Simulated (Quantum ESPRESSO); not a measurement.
# MnS (Browneite): the choice of smearing, part 3 of 3

Aim: see how far moments and order energies of MnS (Browneite) move with the smearing, and what each rung costs.

Quantum ESPRESSO 7.5; PBEsol; plane waves with GBRV 1.5 PBEsol potentials, no spin-orbit coupling (settings of the first rung).

So far, absolute magnetization (μB): step 2 (rung 1, start ferro +) 4.54; step 4 (smearing width 0.1 eV) 4.84; step 6 (smearing width 0.025 eV) 4.88; step 8 (occupations Gaussian, smearing width 0.136 eV) 4.87; step 10 (occupations methfessel-paxton, smearing width 0.2 eV) 4.88.

### 12. Rung 6, start ferro +

Input file pw.in:

```
&CONTROL
  calculation = 'scf'
  prefix = 'pwscf'
  outdir = './tmp'
  pseudo_dir = './pseudo'
  disk_io = 'nowf'
  tprnfor = .true.
  tstress = .true.
/
&SYSTEM
  ibrav = 0
  celldm(1) = 8
  nat = 2
  ntyp = 2
  ecutwfc = 40
  ecutrho = 280
  nbnd = 19
  occupations = 'smearing'
  smearing = 'mv'
  degauss = 0.01469973
  nspin = 2
  starting_magnetization(1) = 0.3
  starting_magnetization(2) = 0
/
&ELECTRONS
  conv_thr = 4d-09
  electron_maxstep = 150
  mixing_beta = 0.3
/
ATOMIC_SPECIES
Mn     54.9380 mn_pbesol_v1.5.uspp.F.UPF
S      32.0600 s_pbesol_v1.4.uspp.F.UPF
CELL_PARAMETERS alat
   0.0000000000000    0.6614041436190    0.6614041436190
   0.6614041436190    0.0000000000000    0.6614041436190
   0.6614041436190    0.6614041436190    0.0000000000000
ATOMIC_POSITIONS crystal
Mn      0.0000000000    0.0000000000    0.0000000000
S       0.2500000000    0.2500000000    0.2500000000
K_POINTS automatic
6 6 6 0 0 0
```

Run with:

```bash
> OMP_NUM_THREADS=1 mpirun -n 2 pw.x -nk 2 -in pw.in > pw.out
```

The program printed:

```text
     [... lines left out ...]
Program PWSCF v.7.5 starts
     [... lines left out ...]
     number of atoms/cell      =            2
     [... lines left out ...]
     number of electrons       =        21.00
     number of Kohn-Sham states=           19
     kinetic-energy cutoff     =      40.0000  Ry
     charge density cutoff     =     280.0000  Ry
     scf convergence threshold =      4.0E-09
     [... lines left out ...]
     24 Sym. Ops. (no inversion) found
     [... lines left out ...]
     number of k points=    16  Marzari-Vanderbilt smearing, width (Ry)=  0.0147
     [... lines left out ...]
     iteration # 11     ecut=    40.00 Ry     beta= 0.30
     [... lines left out ...]
     Magnetic moment per site  (integrated on atomic sphere of radius R)
     atom   1 (R=0.236)  charge= 12.9396  magn=  4.1295
     atom   2 (R=0.236)  charge=  4.1915  magn=  0.1110
     [... lines left out ...]
     the Fermi energy is     7.3284 ev
!    total energy              =    -235.14290656 Ry
     estimated scf accuracy    <          7.8E-10 Ry
     smearing contrib. (-TS)   =      -0.00058009 Ry
     [... lines left out ...]
     total magnetization       =     4.87 Bohr mag/cell
     absolute magnetization    =     4.87 Bohr mag/cell
     convergence has been achieved in  11 iterations
     [... lines left out ...]
     Total force =     0.000000     Total SCF correction =     0.000000
     [... lines left out ...]
          total   stress  (Ry/bohr**3)                   (kbar)     P=      -23.50
     [... lines left out ...]
```

Run time: 5.5 s. Hardware: 2 MPI ranks of AMD EPYC 9R45, shared host; peak memory 0.22 GiB.

This step gave:

```yaml
magnetization: 4.874 μB
final_state: ferromagnetic
largest_moment: 4.129 μB
```

### 13. Rung 6, start antiferro q=(0,1/2,1/2) +-

Input file pw.in:

```
&CONTROL
  calculation = 'scf'
  prefix = 'pwscf'
  outdir = './tmp'
  pseudo_dir = './pseudo'
  disk_io = 'nowf'
  tprnfor = .true.
  tstress = .true.
/
&SYSTEM
  ibrav = 0
  celldm(1) = 8
  nat = 4
  ntyp = 3
  ecutwfc = 40
  ecutrho = 280
  nbnd = 30
  occupations = 'smearing'
  smearing = 'mv'
  degauss = 0.01469973
  nspin = 2
  starting_magnetization(1) = 0.3
  starting_magnetization(2) = -0.3
  starting_magnetization(3) = 0
/
&ELECTRONS
  conv_thr = 8d-09
  electron_maxstep = 150
  mixing_beta = 0.3
/
ATOMIC_SPECIES
Mn1    54.9380 mn_pbesol_v1.5.uspp.F.UPF
Mn2    54.9380 mn_pbesol_v1.5.uspp.F.UPF
S      32.0600 s_pbesol_v1.4.uspp.F.UPF
CELL_PARAMETERS alat
   0.0000000000000    0.6614041436190    0.6614041436190
   1.3228082872380    0.0000000000000    1.3228082872380
   1.3228082872380    0.6614041436190    0.6614041436190
ATOMIC_POSITIONS crystal
Mn1     0.0000000000    0.0000000000    0.0000000000
Mn2     0.0000000000    0.5000000000    0.0000000000
S       0.2500000000    0.0000000000    0.2500000000
S       0.2500000000    0.5000000000    0.2500000000
K_POINTS automatic
6 3 6 0 0 0
```

The program printed:

```text
     [... lines left out ...]
Program PWSCF v.7.5 starts
     [... lines left out ...]
     number of atoms/cell      =            4
     [... lines left out ...]
     number of electrons       =        42.00
     number of Kohn-Sham states=           30
     kinetic-energy cutoff     =      40.0000  Ry
     charge density cutoff     =     280.0000  Ry
     scf convergence threshold =      8.0E-09
     [... lines left out ...]
      8 Sym. Ops. (no inversion) found
     [... lines left out ...]
     number of k points=    20  Marzari-Vanderbilt smearing, width (Ry)=  0.0147
     [... lines left out ...]
     Minimization algorithm failed to find Fermi energy: reverting to bisection
     [... lines left out ...]
     iteration # 12     ecut=    40.00 Ry     beta= 0.30
     [... lines left out ...]
     Magnetic moment per site  (integrated on atomic sphere of radius R)
     atom   1 (R=0.236)  charge= 12.9505  magn=  3.9668
     atom   2 (R=0.236)  charge= 12.9505  magn= -3.9668
     atom   3 (R=0.236)  charge=  4.1769  magn=  0.0000
     atom   4 (R=0.236)  charge=  4.1769  magn=  0.0000
     [... lines left out ...]
     the Fermi energy is     7.2799 ev
!    total energy              =    -470.32813166 Ry
     estimated scf accuracy    <          5.6E-10 Ry
     smearing contrib. (-TS)   =       0.00000001 Ry
     [... lines left out ...]
     total magnetization       =    -0.00 Bohr mag/cell
     absolute magnetization    =     8.97 Bohr mag/cell
     convergence has been achieved in  12 iterations
     [... lines left out ...]
     Total force =     0.000001     Total SCF correction =     0.000006
     [... lines left out ...]
          total   stress  (Ry/bohr**3)                   (kbar)     P=      -61.07
     [... lines left out ...]
```

The job ended after 30 s (2 MPI ranks; peak memory 0.37 GiB).

Numbers from this step:

| Property | Result |
| --- | --- |
| magnetization | 0 μB |
| final state | antiferromagnetic |
| largest moment | 3.967 μB |

### 14. Side by side

Ladder, by row:

```
rung          smearing (eV)  state from the first start  state from the second start  second less first (meV a seeded atom)  moment, first (μB)  moment, second (μB)  CPU time (s)
   1        fermi-dirac 0.3               ferromagnetic            antiferromagnetic                                 -183.8               3.917                3.882         79.31
   2        fermi-dirac 0.1               ferromagnetic            antiferromagnetic                                 -275.3               4.109                3.967         75.37
   3      fermi-dirac 0.025               ferromagnetic            antiferromagnetic                                 -290.7               4.136                3.967         81.88
   4         gaussian 0.136               ferromagnetic            antiferromagnetic                                 -286.4               4.129                3.967         76.78
   5  methfessel-paxton 0.2               ferromagnetic            antiferromagnetic                                 -290.7               4.137                3.967         77.68
   6               cold 0.2               ferromagnetic            antiferromagnetic                                 -287.9               4.129                3.967         70.01
```

### 15. What came out

| Item | Value |
| --- | --- |
| range of the largest moment, first start | 3.92 to 4.14 μB; second start 3.88 to 3.97 μB |
| range of CPU time | 70 s to 82 s |
| range of the energy difference | -291 to -184 meV a seeded atom |

Between the smearings the moment of the first start moves by 0.22 μB and the difference by 107 meV; all share one mesh, which a narrow width needs finer. No Hubbard term acts here. In such compounds local and semilocal functionals without one often delocalise the d electrons, and can shrink or lose moments and miss the size, sign and order of the couplings.

[Logs and program files are shortened in this print: banners, set-up blocks, solver, clock and traceback lines can be left out without a mark of their own.]

[Logs are printed without paths, hosts, clocks, repeated set-up lines and the standing remarks that a program may print on its own settings, such as how far it seeks lower states.]

[Hosts, paths, dates, database ids (printed as entryN), source tags and the programs' standing remarks are cut or masked in the printed files.]

[Where a cell is said to come from a database of computed structures, the database is the Materials Project.]
